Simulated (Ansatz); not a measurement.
# Mg3As: relaxing a made-up structure

Starting from a made-up structure for Mg3As, the aim is the relaxed cell, its shortest contacts and, where a second run follows, its electronic structure.

Calculated with Ansatz 0.2.0; DFT, r2SCAN, plane-wave PAW, files of the set soft_1, scalar-relativistic, no spin, cell and ions relaxed at zero pressure; PAW set soft_1, in the first sound run; inputs show where later runs differ.

## 1. Set-up

It takes space group Pm-3m (No. 221, cubic). Conventional cell: a = 4.417 Å, b = 4.417 Å, c = 4.417 Å, α = 90.00°, β = 90.00°, γ = 90.00°. Nearest to As lie 12 Mg at 3.12 Å. Nearest to Mg lie 4 As at 3.12 Å and 8 Mg at 3.12 Å. Farther neighbours are not listed.

## 2. Relaxation of the guess

The guess takes its coordinates from another compound and its volume from a rule, so the cell and any free coordinates are relaxed together.

File input.yaml:

```yaml
crystal:
  lattice:
    - [4.417, 0.0, 0.0]
    - [0.0, 4.417, 0.0]
    - [0.0, 0.0, 4.417]
  atoms:
    - { symbol: As, position: [0.0, 0.0, 0.0] }
    - { symbol: Mg, position: [0.0, 0.5, 0.5] }
    - { symbol: Mg, position: [0.5, 0.0, 0.5] }
    - { symbol: Mg, position: [0.5, 0.5, 0.0] }
kpoints:
  mp_grid: { grid: [6, 6, 6] }
scf:
  occupations: { method: fermi_dirac, width: 0.05 }
hamiltonian:
  xc: r2scan
  pseudopotentials: { kind: paw, azcp: { folder: soft_1 } }
relax:
  f_tol: 0.015
  max_steps: 70
  cell: {}
output:
  forces: true
  stress: true
```

Started as:

```console
$ ansatz run input.yaml --threads 4 --pin off --max-ram 10240MiB --backend cpu --events-out ev --progress --plain --runs-dir out
```

Numbers of over 12 decimals in the logs are rounded to 6 here.

Output:

```text
Engine: ansatz 0.2.0, x86_64-unknown-linux-gnu
Pseudopotentials: kind: paw
Pseudopotential: As, paw, valence charge 15, recommended cutoff 500 eV (meta_gga), soft_1/As.paw.azcp
Pseudopotential: Mg, paw, valence charge 10, recommended cutoff 500 eV (meta_gga), soft_1/Mg.paw.azcp
Functional definition: r2SCAN
  parameter k0 = 0.174
  parameter k1 = 0.065
  parameter a1 = 4.9479
  exchange = r2scan_x(k0 = k0, k1 = k1, a1 = a1)
  correlation = r2scan_c
Crystal: 4 atoms, lattice volume = 86.175 Å³
Basis set: ecut = 500 eV, 2109 PW (Γ), exchange–correlation on 144×144×144 points (64 copies of the dense FFT grid, shifted against one another)
Bands: 27, of which v1, the nominal top of the filled ones, is band 23 counted from 1 (22 counted from 0)
Symmetry: 48 space group operations
Space group: Pm-3m (ITA 221), of the structure as read, at distance tolerance 4.4e-5 Å
k-points: 20 of 216
Non-local potential: As, projectors of the file, l = 0: 2, l = 1: 2, l = 2: 3, l = 3: 1
Non-local potential: Mg, projectors of the file, l = 0: 3, l = 1: 2, l = 2: 1
PAW form: soft (Blöchl's): semilocal exchange-correlation on the pseudo side does not see the compensation charge
PAW frozen core: As, regenerated for the run's functional (the file was generated under x = pbe(κ = 0.804, μ = 0.219515), c = pbe(β = 0.066725))
PAW frozen core: Mg, regenerated for the run's functional (the file was generated under x = pbe(κ = 0.804, μ = 0.219515), c = pbe(β = 0.066725))
PAW one-centre angular grid: As, 590 points (default); XC on 160 Gauss nodes
PAW one-centre angular grid: Mg, 302 points (default); XC on 224 Gauss nodes
Initial density: superposition of atomic densities (chi_scale 0.1, normalization cell, long waves kept (reshape's long-wave potential 0.01 eV rms))
Initial wavefunctions: pseudopotential atomic-orbital guess
Functional: x = r2scan, c = r2scan; τ floored in thin density (d = 2e-4 eV/Å³)
SCF iter   1: F=—  HF=-10644.849895 eV  |F-HF|=—  |Δ(HF+E_count)|=         —  Δρ=3.89e-2  dr2=1.80e0  dr2_τ=2.38e-3  ethr=3.10e-3  ⟨swp⟩=6.7  Hψ=2473  notcnv=0
preconditioner: auto → Resta (q_TF=auto, 2.448 Å⁻¹)  ε∞=4.4  [insulator: Δε(μ)=0.129 eV  Ē_g=7.144 eV  σ=0.050 eV  W_gap=0.55  n_scr=18 (ndim 8)  ℏωp=13.3 eV  f_vac=0.000  D(μ)=1.73/eV (n_scr^D=6)  ε∞_Penn≈4.4]
SCF iter   2: F=—  HF=-10644.595353 eV  |F-HF|=—  |Δ(HF+E_count)|=   2.55e-1  Δρ=1.86e-2  dr2=3.14e-1  dr2_τ=2.55e-3  ethr=3.10e-3  ⟨swp⟩=3.5  Hψ=1021  notcnv=0
SCF iter   3: F=—  HF=-10644.574173 eV  |F-HF|=—  |Δ(HF+E_count)|=   2.12e-2  Δρ=6.04e-3  dr2=3.06e-2  dr2_τ=4.73e-4  ethr=6.98e-4  ⟨swp⟩=2.8  Hψ=867  notcnv=0
SCF iter   4: F=—  HF=-10644.579441 eV  |F-HF|=—  |Δ(HF+E_count)|=   5.27e-3  Δρ=2.03e-3  dr2=5.78e-3  dr2_τ=4.54e-5  ethr=6.79e-5  ⟨swp⟩=2.0  Hψ=920  notcnv=0
SCF iter   5: F=—  HF=-10644.580268 eV  |F-HF|=—  |Δ(HF+E_count)|=   8.27e-4  Δρ=6.07e-4  dr2=4.18e-4  dr2_τ=2.22e-6  ethr=1.29e-5  ⟨swp⟩=2.0  Hψ=827  notcnv=0
SCF iter   6: F=—  HF=-10644.580425 eV  |F-HF|=—  |Δ(HF+E_count)|=   1.57e-4  Δρ=1.16e-4  dr2=1.22e-5  dr2_τ=3.97e-7  ethr=9.30e-7  ⟨swp⟩=2.9  Hψ=896  notcnv=0
SCF iter   7: F=—  HF=-10644.580441 eV  |F-HF|=—  |Δ(HF+E_count)|=   1.60e-5  Δρ=3.13e-5  dr2=1.01e-6  dr2_τ=3.71e-9  ethr=2.71e-8  ⟨swp⟩=2.0  Hψ=992  notcnv=0
SCF iter   8: F=—  HF=-10644.580443 eV  |F-HF|=—  |Δ(HF+E_count)|=   1.86e-6  Δρ=9.82e-6  dr2=1.14e-7  dr2_τ=3.69e-10  ethr=2.22e-10  ⟨swp⟩=5.0  Hψ=2157  notcnv=0
SCF iter   9: F=-10644.580443 eV  HF=-10644.580443 eV  |F-HF|=3.06e-10  |Δ(HF+E_count)|=   2.25e-7  Δρ=1.35e-6  dr2=1.67e-9  dr2_τ=3.63e-11  ethr=2.22e-10  ⟨swp⟩=4.8  Hψ=1775  notcnv=0
SCF 1 converged in 9 iterations: F = -10644.580443 eV  dr2 = 1.67e-9
  greatest PAW one-centre occupation: 1.000 electrons in one spin orbital (limit 2), on the Mg atom at site 3 (counted from 0), in its partial waves of l = 0
relax step   1: F+E_penalty+E_count = -10644.58044282 eV  Δ(F+E_penalty+E_count) = +0.000e0 eV  max|allowed force component| = 2.731e-29 eV/Å  Δτ_max = 0.0000 Å  P = -3.249 GPa  Ω = 86.175 Å³  (9 SCF iters, dr2 threshold 1.00e-7 eV, accepted)
Crystal: 4 atoms, lattice volume = 79.690 Å³
Basis set: ecut = 500 eV, 2007 PW (Γ), exchange–correlation on 144×144×144 points (64 copies of the dense FFT grid, shifted against one another)
Initial density: handed on by an earlier stage of this run
Initial wavefunctions: those handed on with the density
iter 1 solved again at ethr=4.27e-5 eV; its pass at ethr=3.10e-3 eV (dr2=1.92e-2 eV) is discarded
SCF iter   1: F=—  HF=-10644.599387 eV  |F-HF|=—  |Δ(HF+E_count)|=         —  Δρ=2.81e-3  dr2=1.94e-2  dr2_τ=1.21e-2  ethr=4.27e-5  ⟨swp⟩=1.9  Hψ=2749  notcnv=0
preconditioner: auto → Kerker (q_TF=auto, 2.480 Å⁻¹)  [metal: Δε(μ)=0.180 eV  Ē_g=7.663 eV  σ=0.050 eV  W_gap=0.50  n_scr=18 (ndim 8)  ℏωp=13.8 eV  f_vac=0.000  D(μ)=1.22/eV (n_scr^D=6)]
SCF iter   2: F=—  HF=-10644.645804 eV  |F-HF|=—  |Δ(HF+E_count)|=   4.64e-2  Δρ=1.64e-3  dr2=5.54e-3  dr2_τ=2.06e-5  ethr=4.27e-5  ⟨swp⟩=3.0  Hψ=1068  notcnv=0
SCF iter   3: F=—  HF=-10644.645114 eV  |F-HF|=—  |Δ(HF+E_count)|=   6.90e-4  Δρ=6.68e-4  dr2=9.93e-4  dr2_τ=6.80e-6  ethr=1.23e-5  ⟨swp⟩=2.0  Hψ=704  notcnv=0
SCF iter   4: F=—  HF=-10644.644992 eV  |F-HF|=—  |Δ(HF+E_count)|=   1.22e-4  Δρ=2.70e-4  dr2=1.24e-4  dr2_τ=5.51e-7  ethr=2.21e-6  ⟨swp⟩=2.0  Hψ=784  notcnv=0
SCF iter   5: F=—  HF=-10644.644959 eV  |F-HF|=—  |Δ(HF+E_count)|=   3.33e-5  Δρ=1.39e-4  dr2=2.77e-5  dr2_τ=2.65e-7  ethr=2.75e-7  ⟨swp⟩=2.0  Hψ=754  notcnv=0
SCF iter   6: F=—  HF=-10644.644965 eV  |F-HF|=—  |Δ(HF+E_count)|=   6.33e-6  Δρ=3.06e-5  dr2=9.60e-7  dr2_τ=9.82e-9  ethr=6.15e-8  ⟨swp⟩=2.5  Hψ=792  notcnv=0
SCF iter   7: F=-10644.644966 eV  HF=-10644.644966 eV  |F-HF|=1.74e-7  |Δ(HF+E_count)|=   3.91e-7  Δρ=1.25e-5  dr2=1.47e-7  dr2_τ=1.25e-9  ethr=8.89e-10  ⟨swp⟩=4.8  Hψ=2038  notcnv=0
SCF 2 converged in 7 iterations: F = -10644.644966 eV  dr2 = 1.47e-7
relax step   2: F+E_penalty+E_count = -10644.64496586 eV  Δ(F+E_penalty+E_count) = -6.452e-2 eV  max|allowed force component| = 1.393e-29 eV/Å  Δτ_max = 0.0000 Å  P = +0.348 GPa  Ω = 79.690 Å³  energy of the carried Pulay correction = +1.022e-3 eV  (7 SCF iters, dr2 threshold 4.00e-7 eV, accepted)
Crystal: 4 atoms, lattice volume = 80.274 Å³
iter 1 solved again at ethr=4.10e-7 eV; its pass at ethr=3.10e-3 eV (dr2=1.85e-4 eV) is discarded
SCF iter   1: F=—  HF=-10644.645016 eV  |F-HF|=—  |Δ(HF+E_count)|=         —  Δρ=2.86e-4  dr2=2.02e-4  dr2_τ=1.13e-4  ethr=4.10e-7  ⟨swp⟩=2.0  Hψ=2641  notcnv=0
preconditioner: auto → Resta (q_TF=auto, 2.477 Å⁻¹)  ε∞=4.2  [insulator: Δε(μ)=0.189 eV  Ē_g=7.666 eV  σ=0.050 eV  W_gap=0.51  n_scr=18 (ndim 8)  ℏωp=13.7 eV  f_vac=0.000  D(μ)=1.21/eV (n_scr^D=6)  ε∞_Penn≈4.2]
SCF iter   2: F=—  HF=-10644.645428 eV  |F-HF|=—  |Δ(HF+E_count)|=   4.12e-4  Δρ=1.21e-4  dr2=2.13e-5  dr2_τ=3.18e-7  ethr=4.10e-7  ⟨swp⟩=3.0  Hψ=967  notcnv=0
SCF iter   3: F=—  HF=-10644.645428 eV  |F-HF|=—  |Δ(HF+E_count)|=   1.10e-7  Δρ=6.15e-5  dr2=4.36e-6  dr2_τ=6.20e-8  ethr=4.73e-8  ⟨swp⟩=2.3  Hψ=745  notcnv=0
SCF iter   4: F=—  HF=-10644.645429 eV  |F-HF|=—  |Δ(HF+E_count)|=   1.32e-6  Δρ=1.95e-5  dr2=5.80e-7  dr2_τ=3.73e-9  ethr=9.68e-9  ⟨swp⟩=2.0  Hψ=751  notcnv=0
SCF iter   5: F=-10644.645429 eV  HF=-10644.645429 eV  |F-HF|=4.89e-8  |Δ(HF+E_count)|=   4.91e-8  Δρ=9.13e-6  dr2=1.19e-7  dr2_τ=8.48e-10  ethr=6.71e-10  ⟨swp⟩=4.0  Hψ=1745  notcnv=0
SCF 3 converged in 5 iterations: F = -10644.645429 eV  dr2 = 1.19e-7
relax step   3: F+E_penalty+E_count = -10644.64542916 eV  Δ(F+E_penalty+E_count) = -4.633e-4 eV  max|allowed force component| = 3.412e-30 eV/Å  Δτ_max = 0.0000 Å  P = -0.037 GPa  Ω = 80.274 Å³  energy of the carried Pulay correction = +9.243e-4 eV  (5 SCF iters, dr2 threshold 3.02e-7 eV, accepted)
Basis set: ecut = 500 eV, 2007 PW (Γ), exchange–correlation on 128×128×128 points (64 copies of the dense FFT grid, shifted against one another)
Initial wavefunctions: pseudopotential atomic-orbital guess (no wavefunctions were taken with the density)
iter 1 solved again at ethr=6.52e-9 eV; its pass at ethr=3.10e-3 eV (dr2=2.93e-6 eV) is discarded
SCF iter   1: F=—  HF=-10644.644426 eV  |F-HF|=—  |Δ(HF+E_count)|=         —  Δρ=4.15e-5  dr2=2.54e-7  dr2_τ=1.58e-6  ethr=6.52e-9  ⟨swp⟩=4.0  Hψ=4218  notcnv=0
preconditioner: auto → Resta (q_TF=auto, 2.477 Å⁻¹)  ε∞=4.2  [insulator: Δε(μ)=0.189 eV  Ē_g=7.663 eV  σ=0.050 eV  W_gap=0.51  n_scr=18 (ndim 8)  ℏωp=13.7 eV  f_vac=0.000  D(μ)=1.21/eV (n_scr^D=6)  ε∞_Penn≈4.2]
SCF iter   2: F=—  HF=-10644.644427 eV  |F-HF|=—  |Δ(HF+E_count)|=   1.37e-6  Δρ=2.22e-5  dr2=9.79e-8  dr2_τ=1.08e-8  ethr=5.63e-10  ⟨swp⟩=2.0  Hψ=995  notcnv=0
SCF iter   3: F=—  HF=-10644.644428 eV  |F-HF|=—  |Δ(HF+E_count)|=   2.52e-7  Δρ=5.08e-6  dr2=1.55e-8  dr2_τ=3.62e-10  ethr=2.18e-10  ⟨swp⟩=3.0  Hψ=927  notcnv=0
SCF iter   4: F=—  HF=-10644.644428 eV  |F-HF|=—  |Δ(HF+E_count)|=   2.41e-8  Δρ=1.17e-6  dr2=1.02e-9  dr2_τ=1.58e-11  ethr=3.44e-11  ⟨swp⟩=2.0  Hψ=656  notcnv=0
SCF iter   5: F=—  HF=-10644.644428 eV  |F-HF|=—  |Δ(HF+E_count)|=   2.07e-9  Δρ=3.24e-7  dr2=9.37e-11  dr2_τ=1.10e-12  ethr=2.27e-12  ⟨swp⟩=2.0  Hψ=756  notcnv=0
SCF iter   6: F=-10644.644428 eV  HF=-10644.644428 eV  |F-HF|=9.09e-12  |Δ(HF+E_count)|=  1.27e-10  Δρ=1.32e-7  dr2=2.17e-11  dr2_τ=5.10e-13  ethr=1.00e-12  ⟨swp⟩=4.9  Hψ=2090  notcnv=0
SCF 4 converged in 6 iterations: F = -10644.644428 eV  dr2 = 2.17e-11
relax step   4: F+E_penalty+E_count = -10644.64442774 eV  Δ(F+E_penalty+E_count) = +1.001e-3 eV  max|allowed force component| = 1.095e-29 eV/Å  Δτ_max = 0.0000 Å  P = -0.032 GPa  Ω = 80.274 Å³  stress off target by 3.23e-2 GPa  SCF on the basis re-selected at this cell (its energy is not comparable with the rows above)  (6 SCF iters)
basis re-selected at this cell: Δ(F+E_penalty+E_count) = +1.001e-3 eV, ΔP = +0.005 GPa vs the last step (what re-selecting the basis moved, of the pressure what is left beyond the Pulay correction that the steps carried, after the strain that the cell walked since its last selection, with what the two solves' SCF thresholds leave and, on support functions, any second-order correction that the steps lacked; it is no measure of the basis error at this ecutwfc). The dense FFT grid was sized anew with the basis: this SCF ran on 32×32×32 points, the steps before it on 36×36×36, so part of this shift can come from that change (see relax.cell in the input reference). [rest of the remark cut]
SCF converged after 6 iterations
Free energy (F): -10644.644428 eV
Harris-Foulkes:  -10644.644428 eV  (|F-HF|=9.09e-12)
Internal energy: -10644.634179 eV  (E = F + TS)
E sigma→0 (E₀):  -10644.639303 eV
Entropy (-TS):   -0.010249 eV (-2.562 meV/atom)
Fermi energy:    8.286987 eV
--- Per-component energies (eV) ---
  E_band       = -1331.610908
  E_kinetic    = 305.087454
  E_local      = -6882.150772  (includes V_loc(G=0)·N_el)
  E_nonlocal   = 194.539154
  E_hartree    = 2763.704345
  E_xc         = -139.723889
  E_vxc        = -184.821131  (∫ρ·V_xc dr)
  E_paw        = -2940.035706  (= ΣΔE_a)
  E_vpaw       = -302.600828  (= ΣTr[D̂ρ^β])
  E_aug_tail   = -0.000062  (compensation charges beyond the density's cutoff)
  E_vtau       = 10.926333  (kinetic-family band-sum trace: ∫τ·v_τ [+ j·A + Jᵃ·Aᵃ] dr)
  E_ewald      = -3944.518685
  E_core_change = -1.536018  (= ΣΔE_core)
  E_smearing   = -0.010249  (= −TS)
  E_closure    = -0.000000  (closes the sum)
  Σ components = -10644.644428   (vs F -10644.644428, Δ=0.00e0)
--- Forces (eV/Å), atoms counted from 1 ---
  atom   1  As     0.00000000    -0.00000000    -0.00000000
  atom   2  Mg     0.00000000    -0.00000000    -0.00000000
  atom   3  Mg     0.00000000    -0.00000000     0.00000000
  atom   4  Mg    -0.00000000     0.00000000     0.00000000
  max |Σ_I F_I| component: 1.09e-29 eV/Å
--- Stress (GPa, compression-positive) ---
       -0.032308      -0.000000      -0.000000
       -0.000000      -0.032308      -0.000000
       -0.000000      -0.000000      -0.032308
  P = ⅓ Tr σ = -0.0323 GPa (-0.323 kbar)
--- Relaxed structure (3 steps of the walk, 3 accepted, 1 SCFs on fresh bases) ---
  F+E_penalty+E_count = -10644.64442774 eV   max|allowed force component| = 1.095e-29 eV/Å   (the final SCF, on the basis selected at the relaxed cell)
  cell:  # Å, volume = 80.2740 Å³
    - [4.313783, 0, 0]
    - [0, 4.313783, 0]
    - [0, 0.0, 4.313783]
  atoms:
    - { symbol: As, position: [0, 0, 0] }
    - { symbol: Mg, position: [0, 0.5, 0.5] }
    - { symbol: Mg, position: [0.5, 0, 0.5] }
    - { symbol: Mg, position: [0.5, 0.5, 0] }
```

It took 5.9 s on 4 threads of Intel Xeon Platinum 8488C (Sapphire Rapids), shared host; peak memory 0.73 GiB.

Relaxation path:

| step | energy less that of the first step (eV) | largest force component (eV/Å) | pressure (GPa) | volume (Å³) |
| --- | --- | --- | --- | --- |
| 1 | 0.0000 | 0.0000 | -3.25 | 86.18 |
| 2 | -0.0645 | 0.0000 | 0.35 | 79.69 |
| 3 | -0.0650 | 0.0000 | -0.04 | 80.27 |
| 4* | -0.0640 | 0.0000 | -0.03 | 80.27 |

Relaxation steps marked * repeat the geometry before them on a plane-wave basis chosen anew for their cell, so energy and pressure can jump there.

The run keeps the 48 symmetry operations that it works with, so distortions that break them were not tested.

| conventional cell, symmetrised | before | after | change |
| --- | --- | --- | --- |
| a (Å) | 4.417 | 4.314 | -2.3 % |
| b (Å) | 4.417 | 4.314 | -2.3 % |
| c (Å) | 4.417 | 4.314 | -2.3 % |
| volume (Å³/atom) | 21.54 | 20.07 | -6.8 % |

The relaxed structure:

```xyz
4
Lattice="4.3138 0.0000 0.0000 0.0000 4.3138 0.0000 0.0000 0.0000 4.3138" Properties=species:S:1:pos:R:3 pbc="T T T"
As    0.0000    0.0000    0.0000
Mg    0.0000    2.1569    2.1569
Mg    2.1569    0.0000    2.1569
Mg    2.1569    2.1569    0.0000
```

This step gave:

* free energy: -10644.6444 eV
* energy at zero smearing: -10644.6393 eV
* smearing term TS: 0.01025 eV
* Fermi energy: 8.287 eV
* electrons: 45
* symmetry operations: 48
* pressure: -0.03231 GPa

The shortest distance of each pair, which need not be the same contact before and after:

| pair | guess (Å) | relaxed (Å) |
| --- | --- | --- |
| As–Mg | 3.123 | 3.050 |
| Mg–Mg | 3.123 | 3.050 |
| As–As | 4.417 | 4.314 |

The relaxation ends with a pressure of -0.03 GPa.

[end of part 1 of 2]

[Logs are printed without paths, hosts, clocks, repeated set-up lines and the standing remarks that a program may print on its own settings, such as how far it seeks lower states.]

[Hosts, paths, dates, database ids (printed as entryN), source tags and the programs' standing remarks are cut or masked in the printed files.]
